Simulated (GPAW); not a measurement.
# SnO2 (Cassiterite): G0W0 with GPAW, start to end

Aim: the G0W0 gap of SnO2 (Cassiterite) on PBE, step by step.

Main program and level: GPAW 26.7.0; PBE and many-body steps on it, plane waves.

**Experimental background.**

- Gap 3.6 eV: experimental gap quoted from earlier work; bulk crystal (quoted in “Study on the Photocatalytic Properties of Flower-Shaped SnO2”, 2022, pmc:9565917).

**1. Set-up**

The structure is tetragonal, space group P4_2/mnm (No. 136). The conventional cell has a = 4.738 Å, b = 4.738 Å, c = 3.187 Å, α = 90.00°, β = 90.00°, γ = 90.00°. Nearest to Sn lie 6 O at 2.05 to 2.06 Å. O has 3 Sn at 2.05 to 2.06 Å nearest. Farther neighbours and most contacts between anions are not listed.

Structure file:

```cif
data_structure
_symmetry_space_group_name_H-M 'P4_2/mnm'
_symmetry_Int_Tables_number 136
_cell_length_a 4.7380
_cell_length_b 4.7380
_cell_length_c 3.1865
_cell_angle_alpha 90.000
_cell_angle_beta 90.000
_cell_angle_gamma 90.000
_cell_volume 71.53
loop_
_atom_site_label
_atom_site_type_symbol
_atom_site_symmetry_multiplicity
_atom_site_Wyckoff_symbol
_atom_site_fract_x
_atom_site_fract_y
_atom_site_fract_z
_atom_site_occupancy
Sn1 Sn 2 a 0.00000 0.00000 0.00000 1
O1 O 4 f 0.30710 0.30710 0.00000 1
```

The cell and positions come from the Crystallography Open Database and are kept as given unless a step says otherwise.

**2. Ground state**

This step: GPAW 26.7.0; DFT, PBE, plane waves, PAW.

The ground-state density comes first.

run.py reads:

```python
import json
import numpy as np
from gpaw.mpi import world
from ase import Atoms
from gpaw import GPAW, PW, FermiDirac

atoms = Atoms(['Sn', 'Sn', 'O', 'O', 'O', 'O'],
    cell=[[4.7380000000, 0.0000000000, 0.0000000000],
      [0.0000000000, 4.7380000000, 0.0000000000],
      [0.0000000000, 0.0000000000, 3.1865000000]],
    scaled_positions=[[0.0000000000, 0.0000000000, 0.0000000000],
      [0.5000000000, 0.5000000000, 0.5000000000],
      [0.3071000000, 0.3071000000, 0.0000000000],
      [0.1929000000, 0.8071000000, 0.5000000000],
      [0.6929000000, 0.6929000000, 0.0000000000],
      [0.8071000000, 0.1929000000, 0.5000000000]],
    pbc=(True, True, True))
calc = GPAW(mode=PW(600),
    xc='PBE',
    kpts={'size': (6, 6, 8), 'gamma': True},
    occupations=FermiDirac(0.001),
    nbands=-9,
    convergence={'density': 1e-6, 'bands': -3},
    maxiter=100,
    txt='gs.txt')
atoms.calc = calc
res = {'energy': atoms.get_potential_energy()}
kpts = calc.get_ibz_k_points()
res['kpts'] = kpts
res['eigenvalues'] = [calc.get_eigenvalues(kpt=k) for k in range(len(kpts))]
res['n_electrons'] = calc.get_number_of_electrons()
calc.write('gs.gpw')

if world.rank == 0:
    with open('result.json', 'w') as f:
        json.dump(res, f, default=lambda x: x.tolist())
```

Run with:

```sh
$ mpirun -n 8 gpaw python run.py
```

Numbers of over 12 decimals in the logs are rounded to 6 here.

The log of the run:

```text
__  _  _
 | _ |_)|_||  |
 |__||  | ||/\| - 26.7.0

Input parameters:
  mode=PW(ecut=600.0),
  convergence={'density': 1e-06, 'bands': -3},
  kpts=MonkhorstPack(size=(6, 6, 8), gamma=True),
  maxiter=100,
  nbands=-9,
  occupations=Occupations(name='fermi-dirac', width=0.001, fixmagmom=False),
  xc=XC(name='PBE')
  [... matrices ...]
Diagonalizing LCAO Hamiltonian
Converting LCAO to pw mode
    .-----------.
   /|           |
  / |           |
 *  | O         |
 |  .---Sn-O----.
 | /       O   /
 |/   O       /
 Sn----------*

Atoms  # Å, Bohr magnetons
|   | symbol |        x |        y |        z |    initial magnetic moments |
| 0 |     Sn | 0.000000 | 0.000000 | 0.000000 | ( 0.0000,  0.0000,  0.0000) |
| 1 |     Sn | 2.369000 | 2.369000 | 1.593250 | ( 0.0000,  0.0000,  0.0000) |
| 2 |      O | 1.455040 | 1.455040 | 0.000000 | ( 0.0000,  0.0000,  0.0000) |
| 3 |      O | 0.913960 | 3.824040 | 1.593250 | ( 0.0000,  0.0000,  0.0000) |
| 4 |      O | 3.282960 | 3.282960 | 0.000000 | ( 0.0000,  0.0000,  0.0000) |
| 5 |      O | 3.824040 | 0.913960 | 1.593250 | ( 0.0000,  0.0000,  0.0000) |

Unit cell  # Å
| periodic |        x |        y |        z |  lengths |    angles |
|      yes | 4.738000 | 0.000000 | 0.000000 | 4.738000 | 90.000000 |
|      yes | 0.000000 | 4.738000 | 0.000000 | 4.738000 | 90.000000 |
|      yes | 0.000000 | 0.000000 | 3.186500 | 3.186500 | 90.000000 |

Number of symmetries: 8
Symmetry operations  # r_c * U_cc + t_c -> r_c
|   | kind |            matrix            |
| 0 |  E   |  1, 0, 0,  0, 1, 0,  0, 0, 1 |
| 1 |  σ   |  1, 0, 0,  0, 1, 0,  0, 0,-1 |
| 2 |  σ   |  0, 1, 0,  1, 0, 0,  0, 0, 1 |
| 3 |  C2  |  0, 1, 0,  1, 0, 0,  0, 0,-1 |
| 4 |  σ   |  0,-1, 0, -1, 0, 0,  0, 0, 1 |
| 5 |  C2  |  0,-1, 0, -1, 0, 0,  0, 0,-1 |
| 6 |  C2  | -1, 0, 0,  0,-1, 0,  0, 0, 1 |
| 7 |  i   | -1, 0, 0,  0,-1, 0,  0, 0,-1 |

BZ-sampling:
  Number of BZ points: 288
  Number of IBZ points: 65

  Monkhorst-Pack size: [6, 6, 8]
  Monkhorst-Pack shift: [0.083333, 0.083333, 0.0625]

K-points  # in reciprocal-cell coordinates
|     |                                coordinates |     weight |
|   0 | (  0.00000000,   0.00000000,   0.00000000) | 0.00347222 |
|   1 | (  0.00000000,   0.00000000,   0.12500000) | 0.00694444 |
|   2 | (  0.00000000,   0.00000000,   0.25000000) | 0.00694444 |
|   3 | (  0.00000000,   0.00000000,   0.37500000) | 0.00694444 |
|   4 | (  0.00000000,   0.00000000,   0.50000000) | 0.00347222 |
|   5 | (  0.16666667,  -0.16666667,   0.00000000) | 0.00694444 |
|   6 | (  0.16666667,  -0.16666667,   0.12500000) | 0.01388889 |
|   7 | (  0.16666667,  -0.16666667,   0.25000000) | 0.01388889 |
|   8 | (  0.16666667,  -0.16666667,   0.37500000) | 0.01388889 |
|   9 | (  0.16666667,  -0.16666667,   0.50000000) | 0.00694444 |
| ... |                                            |            |
|  64 | (  0.50000000,   0.50000000,   0.50000000) | 0.00347222 |

Plane wave coefficients: 2409
Cutoff: 600.0 eV

Spin-components: 1 (collinear spins)
Bands:           35
Projectors:      32
Spin-degeneracy: 2
Datatype:        complex128

  Storage: CPU
  Wave functions: 87_687_600 bytes (10_960_950 per core)
  Projectors: 65_139_360 bytes (8_142_420 per core)
  [... matrices ...]
Parallelization:
  kpt:    8
  domain: 1
  band:   1

Density:
  Valence electrons: 52.0
  Components: 1
  Grid points: [27 27 20]
  Charge: 0.0  # |e|

Potential:
  Grid points: [27 27 20]

species:
  Sn:
    name:    Tin
    Z:       50.0
    valence: 14
    core:    36
    charge:  0.0  # [|e|]
    compensation charges:
      type: gauss
      rc: 0.38  # [Å]
      lmax: 2
    cutoffs:
      filter: 2.23  # [Å]
      core: 2.35  # [Å]
    projectors
    | kind |    occ | energy [eV] | rcut [Å] |
    |   5s |  2.000 |     -10.538 |    1.201 |
    |   5p |  2.000 |      -3.696 |    1.270 |
    |   4d | 10.000 |     -25.845 |    1.185 |
    |    s |        |      16.674 |    1.201 |
    |    p |        |      23.515 |    1.270 |
    |    d |        |       1.367 |    1.185 |

    Using partial waves for Sn as LCAO basis

  O:
    name:    Oxygen
    Z:       8.0
    valence: 6
    core:    2
    charge:  0.0  # [|e|]
    compensation charges:
      type: gauss
      rc: 0.21  # [Å]
      lmax: 2
    cutoffs:
      filter: 1.17  # [Å]
      core: 0.83  # [Å]
    projectors
    | kind |    occ | energy [eV] | rcut [Å] |
    |   2s |  2.000 |     -23.961 |    0.688 |
    |   2p |  4.000 |      -9.029 |    0.598 |
    |    s |        |       3.251 |    0.688 |
    |    p |        |      18.182 |    0.598 |
    |    d |        |       0.000 |    0.619 |

    Using partial waves for O as LCAO basis

Reference energy: -344184.795819  # eV

eigensolver:
  PPCG
  Converge bands: -3
  niter=2

density mixing:
  MSR1-Mixer
  Pratt-step length: 0.05
  Maximum mixing coefficient: 0.75
  Old densities: 10
  SVD Regularization: 0.005
  Good broyden scale: 1.0
  Trust region scale: 1.0
  Backstep threshold: 4.0
  History deletion threshold: 6.0
  Fourier metric: weight=20.0, sigma=0.015

occupation numbers:
  Fermi-Dirac:
    width: 0.0010  # eV

poisson solver:
  ecut: 4800.0  # eV

xc functional:
  name: PBE with 2 nearest neighbor stencil

Initialization done in: 1.517 s

convergence criteria:
- Maximum integral of absolute [dens]ity change: 1e-06 electrons / valence electron
- Maximum [total energy] change in last 3 cyles: 0.0005 eV / valence electron
- Maximum integral of absolute [eigenst]ate change: 4e-08 eV^2 / valence electron
maximum number of iterations: 100

SCF iterations
|iter     |     time |      energy | eigst |  dens |
|iter:   1|  |  -44.256833 | +0.60 |       |
|iter:   2|  |  -42.711295 | -0.96 | -0.87 |
|iter:   3|  |  -38.435470 | -0.29 | -0.93 |
|iter:   4|  |  -38.430826 | -2.24 | -1.50 |
|iter:   5|  |  -38.442169c| -2.76 | -1.81 |
|iter:   6|  |  -38.442640c| -3.34 | -2.89 |
|iter:   7|  |  -38.442732c| -3.44 | -3.32 |
|iter:   8|  |  -38.442722c| -3.72 | -3.85 |
|iter:   9|  |  -38.442723c| -4.50 | -4.33 |
|iter:  10|  |  -38.442723c| -5.00 | -4.95 |
|iter:  11|  |  -38.442723c| -5.19 | -5.35 |
|iter:  12|  |  -38.442723c| -5.16 | -6.33c|
|iter:  13|  |  -38.442723c| -5.41 | -6.73c|
|iter:  14|  |  -38.442723c| -5.48 | -7.37c|
|iter:  15|  |  -38.442723c| -5.70 | -7.79c|
|iter:  16|  |  -38.442723c| -5.65 | -8.17c|
|iter:  17|  |  -38.442723c| -4.42 | -8.71c|
|iter:  18|  |  -38.442723c| -4.59 | -8.88c|
|iter:  19|  |  -38.442723c| -4.67 | -9.55c|
|iter:  20|  |  -38.442723c| -4.99 | -9.52c|
|iter:  21|  |  -38.442723c| -5.24 |-10.04c|
|iter:  22|  |  -38.442723c| -5.68 |-10.10c|
|iter:  23|  |  -38.442723c| -5.83 |-10.22c|
|iter:  24|  |  -38.442723c| -6.25 |-10.64c|
|iter:  25|  |  -38.442723c| -6.67 |-10.55c|
|iter:  26|  |  -38.442723c| -6.91 |-10.68c|
|iter:  27|  |  -38.442723c| -7.35 |-10.92c|
|iter:  28|  |  -38.442723c| -7.67c|-11.50c|

Converged in 28 steps
SCF loop duration: 21.698 s (0.775 s/step)
Energy contributions relative to reference atoms: (reference = -344184.795819)
  [... matrices ...]
Energy contributions:
  Kinetic:          78.601764
  Coulomb:         -68.646726
  Zero:             -0.070256
  External:          0.000000
  Xc:              -48.327505
  Entropy:          -0.000000
  Spinorbit:         0.000000
  ----------------------------
  Free energy:     -38.442723
  Extrapolated:    -38.442723

dipole moment: (-15.483176, -15.483176, -28.293226)  # |e|*Ang

Fermi level: 6.123
Eigenvalues  # (at kpt = [0.000, 0.000, 0.000])
| band index |      eig [eV] | occ [0-2] |
|          0 |       -15.026 |     2.000 |
|        ... |               |           |
|         18 |         2.981 |     2.000 |
|         19 |         4.031 |     2.000 |
|         20 |         4.160 |     2.000 |
|         21 |         4.865 |     2.000 |
|         22 |         4.865 |     2.000 |
|         23 |         5.303 |     2.000 |
|         24 |         5.303 |     2.000 |
|         25 |         6.074 |     2.000 |
|         26 |         7.386 |     0.000 |
[...]
|         30 |        16.589 |     0.000 |
|         31 |        16.719 |     0.000 |
|         32 |        18.211 |     0.000 |
|         33 |        18.746 |     0.000 |
|         34 |        21.419 |     0.000 |

Gap: 1.311 eV
Transition (v -> c):
  (s=0, k=0, n=25, [0.00, 0.00, 0.00]) -> (s=0, k=0, n=26, [0.00, 0.00, 0.00])
No difference between direct/indirect transitions
# Writing to gs.gpw (mode='')
  [... matrices ...]
```

Wall time 25 s (8 MPI ranks of Arm Neoverse V2, shared host); peak memory 1.5 GiB.

This step gave:

- total energy: -38.44 eV
- gap: 1.311 eV
- k of the valence top: 0, 0, 0
- k of the conduction bottom: 0, 0, 0
- least direct gap: 1.311 eV

The gap is direct, at Γ.

**3. Bands along the symmetry lines**

Levels along a band path, at the cheap level, show where the edges lie and whether the meshes to come will hold them.

run.py reads:

```python
import json
import numpy as np
from gpaw.mpi import world
from gpaw import GPAW

path = [[0.000000, 0.000000, 0.000000],
    [0.000000, 0.062500, 0.000000],
    [0.000000, 0.125000, 0.000000],
    [0.000000, 0.187500, 0.000000],
    [0.000000, 0.250000, 0.000000],
    [0.000000, 0.312500, 0.000000],
    [0.000000, 0.375000, 0.000000],
    [0.000000, 0.437500, 0.000000],
    [0.000000, 0.500000, 0.000000],
    [0.062500, 0.500000, 0.000000],
    [0.125000, 0.500000, 0.000000],
    [0.187500, 0.500000, 0.000000],
    [0.250000, 0.500000, 0.000000],
    [0.312500, 0.500000, 0.000000],
    [0.375000, 0.500000, 0.000000],
    [0.437500, 0.500000, 0.000000],
    [0.500000, 0.500000, 0.000000],
    [0.437500, 0.437500, 0.000000],
    [0.375000, 0.375000, 0.000000],
    [0.312500, 0.312500, 0.000000],
    [0.250000, 0.250000, 0.000000],
    [0.187500, 0.187500, 0.000000],
    [0.125000, 0.125000, 0.000000],
    [0.062500, 0.062500, 0.000000],
    [0.000000, 0.000000, 0.000000],
    [0.000000, 0.000000, 0.062500],
    [0.000000, 0.000000, 0.125000],
    [0.000000, 0.000000, 0.187500],
    [0.000000, 0.000000, 0.250000],
    [0.000000, 0.000000, 0.312500],
    [0.000000, 0.000000, 0.375000],
    [0.000000, 0.000000, 0.437500],
    [0.000000, 0.000000, 0.500000],
    [0.000000, 0.062500, 0.500000],
    [0.000000, 0.125000, 0.500000],
    [0.000000, 0.187500, 0.500000],
    [0.000000, 0.250000, 0.500000],
    [0.000000, 0.312500, 0.500000],
    [0.000000, 0.375000, 0.500000],
    [0.000000, 0.437500, 0.500000],
    [0.000000, 0.500000, 0.500000],
    [0.062500, 0.500000, 0.500000],
    [0.125000, 0.500000, 0.500000],
    [0.187500, 0.500000, 0.500000],
    [0.250000, 0.500000, 0.500000],
    [0.312500, 0.500000, 0.500000],
    [0.375000, 0.500000, 0.500000],
    [0.437500, 0.500000, 0.500000],
    [0.500000, 0.500000, 0.500000],
    [0.437500, 0.437500, 0.500000],
    [0.375000, 0.375000, 0.500000],
    [0.312500, 0.312500, 0.500000],
    [0.250000, 0.250000, 0.500000],
    [0.187500, 0.187500, 0.500000],
    [0.125000, 0.125000, 0.500000],
    [0.062500, 0.062500, 0.500000],
    [0.000000, 0.000000, 0.500000],
    [0.000000, 0.500000, 0.000000],
    [0.000000, 0.500000, 0.062500],
    [0.000000, 0.500000, 0.125000],
    [0.000000, 0.500000, 0.187500],
    [0.000000, 0.500000, 0.250000],
    [0.000000, 0.500000, 0.312500],
    [0.000000, 0.500000, 0.375000],
    [0.000000, 0.500000, 0.437500],
    [0.000000, 0.500000, 0.500000],
    [0.500000, 0.500000, 0.000000],
    [0.500000, 0.500000, 0.062500],
    [0.500000, 0.500000, 0.125000],
    [0.500000, 0.500000, 0.187500],
    [0.500000, 0.500000, 0.250000],
    [0.500000, 0.500000, 0.312500],
    [0.500000, 0.500000, 0.375000],
    [0.500000, 0.500000, 0.437500],
    [0.500000, 0.500000, 0.500000]]
calc = GPAW('gs.gpw').fixed_density(kpts=path,
    symmetry='off',
    nbands=36,
    convergence={'bands': 32},
    txt='bands.txt')
res = {}
kpts = calc.get_ibz_k_points()
res['kpts'] = kpts
res['eigenvalues'] = [calc.get_eigenvalues(kpt=k) for k in range(len(kpts))]
res['n_electrons'] = calc.get_number_of_electrons()

if world.rank == 0:
    with open('result.json', 'w') as f:
        json.dump(res, f, default=lambda x: x.tolist())
```

Run with:

```sh
$ mpirun -n 8 gpaw python run.py
```

The log of the run:

```text
Diagonalizing LCAO Hamiltonian
Converting LCAO to pw mode
convergence criteria:
- Maximum integral of absolute [eigenst]ate change: 4e-08 eV^2 / valence electron
maximum number of iterations: 100

SCF iterations
|iter     |     time |      energy | eigst |  dens |
|iter:   1|  |             | +0.87 |       |
|iter:   2|  |             | -0.82 |       |
|iter:   3|  |             | -1.70 |       |
[...]
|iter:  19|  |             | -7.23 |       |
|iter:  20|  |             | -7.38 |       |
|iter:  21|  |             | -7.62c|       |
SCF steps: 21
  __  _  _
 | _ |_)|_||  |
 |__||  | ||/\| - 26.7.0

Input parameters:
  mode=PW(ecut=600.0),
  convergence={'bands': 32},
  gpts=array([27, 27, 20]),
  kpts=KPoints(kpts=array([[0.    , 0.    , 0.    ],
         [0.    , 0.0625, 0.    ],
         [0.    , 0.125 , 0.    ],
         [0.    , 0.1875, 0.    ],
         [0.    , 0.25  , 0.    ],
         [0.    , 0.3125, 0.    ],
         [0.    , 0.375 , 0.    ],
[...]
[0.0625, 0.5   , 0.    ],
[...]
[0.1875, 0.5   , 0.    ],
[...]
[0.3125, 0.5   , 0.    ],
[...]
[0.4375, 0.4375, 0.    ],
[...]
[0.3125, 0.3125, 0.    ],
[...]
[0.1875, 0.1875, 0.    ],
[...]
[0.    , 0.    , 0.0625],
[...]
[0.    , 0.    , 0.1875],
[...]
[0.    , 0.    , 0.3125],
[...]
[0.    , 0.3125, 0.5   ],
[...]
[0.    , 0.4375, 0.5   ],
[...]
[0.3125, 0.5   , 0.5   ],
[...]
[0.4375, 0.5   , 0.5   ],
[...]
[0.1875, 0.1875, 0.5   ],
[...]
[0.0625, 0.0625, 0.5   ],
[...]
[0.5   , 0.5   , 0.25  ],
         [0.5   , 0.5   , 0.3125],
         [0.5   , 0.5   , 0.375 ],
         [0.5   , 0.5   , 0.4375],
         [0.5   , 0.5   , 0.5   ]])),
  maxiter=100,
  nbands=36,
  occupations=Occupations(name='fermi-dirac', width=0.001, fixmagmom=False),
  parallel={},
  symmetry=Symmetry(point_group=False, time_reversal=False),
  xc=XC(name='PBE')
```

Elapsed: 21 s, on 8 MPI ranks; peak memory 1.6 GiB; 2.8 min of CPU time.

Numbers from this step:

- gap: 1.311 eV
- k of the valence top: 0, 0, 0
- k of the conduction bottom: 0, 0, 0
- least direct gap: 1.311 eV

The gap is 1.311 eV, as in the run before at this level.

The electronic bands at the labelled points (eV, zero at the top of the highest filled band):

```csv
point,band 23,band 24,band 25,band 26,band 27,band 28,band 29,band 30
Γ,-1.21,-0.77,-0.77,0.00,1.31,6.18,6.37,6.37
halfway,-1.20,-1.18,-0.74,-0.28,2.60,5.72,6.63,6.81
X,-1.17,-1.17,-0.63,-0.63,4.47,4.47,7.11,7.12
halfway,-1.23,-1.23,-0.77,-0.77,4.67,4.67,7.34,7.34
M,-1.29,-1.29,-0.89,-0.89,4.87,4.87,7.55,7.55
halfway,-1.25,-1.17,-0.82,-0.48,3.37,5.46,7.00,7.09
Γ,-1.21,-0.77,-0.77,0.00,1.31,6.18,6.37,6.37
halfway,-2.50,-0.83,-0.83,-0.50,3.88,6.98,8.46,8.46
Z,-1.65,-1.65,-1.25,-1.25,6.26,6.26,9.81,9.81
halfway,-1.42,-1.42,-1.12,-1.12,6.37,6.37,8.86,8.86
R,-1.10,-1.10,-0.68,-0.68,6.53,6.53,8.10,8.10
halfway,-1.01,-1.01,-0.97,-0.97,5.56,5.56,8.74,8.74
A,-0.97,-0.97,-0.83,-0.83,4.96,4.96,8.91,8.91
halfway,-1.26,-1.24,-1.04,-0.96,5.73,6.27,8.06,9.95
Z,-1.65,-1.65,-1.25,-1.25,6.26,6.26,9.81,9.81
jump to X,-1.17,-1.17,-0.63,-0.63,4.47,4.47,7.11,7.12
halfway,-1.25,-1.25,-0.83,-0.83,5.62,5.62,8.81,8.81
R,-1.10,-1.10,-0.68,-0.68,6.53,6.53,8.10,8.10
jump to M,-1.29,-1.29,-0.89,-0.89,4.87,4.87,7.55,7.55
halfway,-0.86,-0.86,-0.85,-0.85,5.20,5.20,8.84,8.84
A,-0.97,-0.97,-0.83,-0.83,4.96,4.96,8.91,8.91
```

**4. Empty states on the mesh, 4×4×6 mesh, 469 bands**

The sums over transitions need many empty states on a uniform mesh; this step solves for them.

run.py reads:

```python
import json
import numpy as np
from gpaw.mpi import world
from gpaw import GPAW

calc = GPAW('gs.gpw').fixed_density(kpts={'size': (4, 4, 6), 'gamma': True},
    parallel={'domain': 1, 'band': 1},
    txt='nscf.txt')
calc.diagonalize_full_hamiltonian(nbands=469)
calc.write('full.gpw', mode='all')
res = {}
kpts = calc.get_ibz_k_points()
res['kpts'] = kpts
res['eigenvalues'] = [calc.get_eigenvalues(kpt=k) for k in range(len(kpts))]
res['n_electrons'] = calc.get_number_of_electrons()

if world.rank == 0:
    with open('result.json', 'w') as f:
        json.dump(res, f, default=lambda x: x.tolist())
```

Run with:

```sh
$ mpirun -n 8 gpaw python run.py
```

The log of the run:

```text
Diagonalizing LCAO Hamiltonian
Converting LCAO to pw mode
convergence criteria:
- Maximum integral of absolute [eigenst]ate change: 4e-08 eV^2 / valence electron
maximum number of iterations: 100

SCF iterations
|iter     |     time |      energy | eigst |  dens |
|iter:   1|  |             | +0.84 |       |
|iter:   2|  |             | -0.92 |       |
|iter:   3|  |             | -1.82 |       |
[...]
|iter:  30|  |             | -7.25 |       |
|iter:  31|  |             | -7.28 |       |
|iter:  32|  |             | -7.56c|       |
SCF steps: 32
  __  _  _
 | _ |_)|_||  |
 |__||  | ||/\| - 26.7.0

Input parameters:
  mode=PW(ecut=600.0),
  convergence={'density': 1e-06, 'bands': -3},
  gpts=array([27, 27, 20]),
  kpts=MonkhorstPack(size=(4, 4, 6), gamma=True),
  maxiter=100,
  nbands=35,
  occupations=Occupations(name='fermi-dirac', width=0.001, fixmagmom=False),
  parallel={'domain': 1, 'band': 1},
  xc=XC(name='PBE')
Matrix size: 2409x2409
# Writing to full.gpw (mode='all')
  [... matrices ...]

timing:  # [seconds]
  Total: 47.787  # ━━━━━━━━━━━━━━━━━━━━━━━━━━━━━━━━━━━━━━━━━━━━━━━━━━━━━━━━━━
```

Elapsed: 60 s, on 8 MPI ranks; peak memory 5.3 GiB; 8 min of CPU time.

This step gave:

| Quantity | Value |
| --- | --- |
| gap | 1.311 eV |
| k of the valence top | 0, 0, 0 |
| k of the conduction bottom | 0, 0, 0 |
| least direct gap | 1.311 eV |
| k points computed | 28 |
| lowest point of the top converged band, above the valence top | 181.6619 eV |

On this mesh the gap is 1.311 eV.

(Continued in part 2 of 2.)

[Paths, hosts, dates, memory and timing lines, banners, echoed tables and standing remarks are left out of the program output.]

[Logs are printed without paths, hosts, clocks, repeated set-up lines and the standing remarks that a program may print on its own settings, such as how far it seeks lower states.]

[Runs of the session that timed out or met a known fault of the program may be left out.]

[Hosts, paths, dates, database ids (printed as entryN), source tags and the programs' standing remarks are cut or masked in the printed files.]
